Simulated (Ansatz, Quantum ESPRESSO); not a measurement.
# KNaICl (P4/mmm): third-order response, part 4 of 4

Aim: Raman and infrared lines of KNaICl (P4/mmm).

Quantum ESPRESSO 8.0 development, patched; DFT LDA, scalar-relativistic, plane waves, PseudoDojo norm-conserving pseudopotentials.

So far, highest mode moved by the LO-TO term (cm⁻¹): step 9 (modes along a direction of q (1 0 0)) 214; step 10 (q direction 0×0×1) 190; step 11 (q direction 1×1×1) 206.

## Step 12: Cross-check with Ansatz (continued)

Level of this step: DFT LDA, scalar-relativistic, plane waves, norm-conserving pseudopotentials of its library (PseudoDojo's, some remade) (Ansatz).

Transverse modes; imaginary modes left out. Infrared lines, with heights relative to the strongest:

| position (cm⁻¹) | label | IR intensity ((D/Å)²/amu), degenerate modes summed, relative |
| --- | --- | --- |
| 37 | Eu | 0.6 |
| 79 | A2u | 1.6 |
| 155 | Eu | 55 |
| 163 | Eu | 100 |
| 172 | A2u | 19 |

The log warns that the force constants on this k mesh are to be taken as unconverged.

## Step 13: Side by side: QE PseudoDojo and Ansatz, library NC

Numbers from this step:

```
root-mean-square difference : 1.51 cm⁻¹
largest difference          : 2.42 cm⁻¹
```

Frequencies side by side, by row:

```
q (reciprocal lattice)  mode  QE PseudoDojo (cm⁻¹)  Ansatz, library NC (cm⁻¹)
                 0 0 0     1                -97.95                     -99.96
                 0 0 0     2                     0                          0
                 0 0 0     3                     0                          0
                 0 0 0     4                     0                          0
                 0 0 0     5                 38.31                      36.81
                 0 0 0     6                 38.31                      36.81
                 0 0 0     7                 79.66                      79.31
                 0 0 0     8                 154.6                      154.6
                 0 0 0     9                 154.6                      154.6
                 0 0 0    10                   165                      162.6
                 0 0 0    11                   165                      162.6
                 0 0 0    12                 172.1                      171.9
```

The two runs side by side. Further quantities:

| quantity | QE PseudoDojo | Ansatz, library NC |
| --- | --- | --- |
| mean ε∞ | 3.029 | 2.972 |
| largest Born charge in size (e; the first before, the second after the charge sum rule) | 1.234 | 1.232 |
| summed IR intensity ((D/Å)²/amu) | 9.794 | 9.612 |

At the zone centre the largest difference (acoustic modes at Γ apart) is 1 % of the highest mode.

## Step 14: Results

```
space group after relaxation                                                            : P4/mmm
volume per atom                                                                         : 30.3 Å³
gap on the k-mesh                                                                       : 3.99 eV
highest optical zone-centre mode (no LO-TO term)                                        : 172.1 cm⁻¹
lowest optical zone-centre mode                                                         : -98.0 cm⁻¹
highest mode moved by the LO-TO term (probably not converged in the k mesh)             : 213.6 cm⁻¹
mean high-frequency dielectric constant (probably not converged in the k mesh)          : 3.03
largest Born charge in size (third of the trace) (probably not converged in the k mesh) : 1.23 e
imaginary optical modes at the zone centre (no q mesh in this session)                  : yes
largest difference from Ansatz, library NC                                              : 2.42 cm⁻¹
```

In words: No mode is Raman active in this structure; the strongest infrared line lies at 165 cm⁻¹. At the LDA level the optical modes of KNaICl (P4/mmm) at the zone centre (no LO-TO term) run from 98i to 172 cm⁻¹, so the structure is a saddle point. Along the directions run, the highest mode that the macroscopic field moves lies at 214 cm⁻¹. The Born charges miss their sum rule by 0.099 e, a sign that the k mesh or the cutoff is short for the field response. ε∞, the Born charges and what follows from them are probably not converged in the k mesh. Of the 9 optical modes, 9 are infrared active alone. QE PseudoDojo and Ansatz, library NC differ by 1.5 cm⁻¹ in the root mean square and by 2.4 cm⁻¹ at most, 1.4 % of the highest mode compared (acoustic modes at Γ left out). These are harmonic frequencies at zero temperature: anharmonic shifts and linewidths and thermal expansion are left out. Spin-orbit coupling is left out, which can matter for the heavy elements here. The relaxation ran at 76 Ry, under the 88 Ry recommended for these files; the stress of so short a basis can leave the cell about one per cent too small. Ansatz warns that the cutoff lies 14 % under the one recommended for these files; agreement at one cutoff is not convergence. Ansatz's log warns that force constants on this k mesh are to be taken as unconverged, an error that the frequencies of both programs share. The build is a development version in which the Raman tensors of release 7.5 are mended; dynmat.x leaves out the electro-optic term of LO lines. The structure comes from a database and need not be the phase that is stable at ambient conditions.

[Host names and launcher messages were left out of these logs when they were recorded.]

[Logs are printed without paths, hosts, clocks, repeated set-up lines and the standing remarks that a program may print on its own settings, such as how far it seeks lower states.]

[Hosts, paths, dates, database ids (printed as entryN), source tags and the programs' standing remarks are cut or masked in the printed files.]
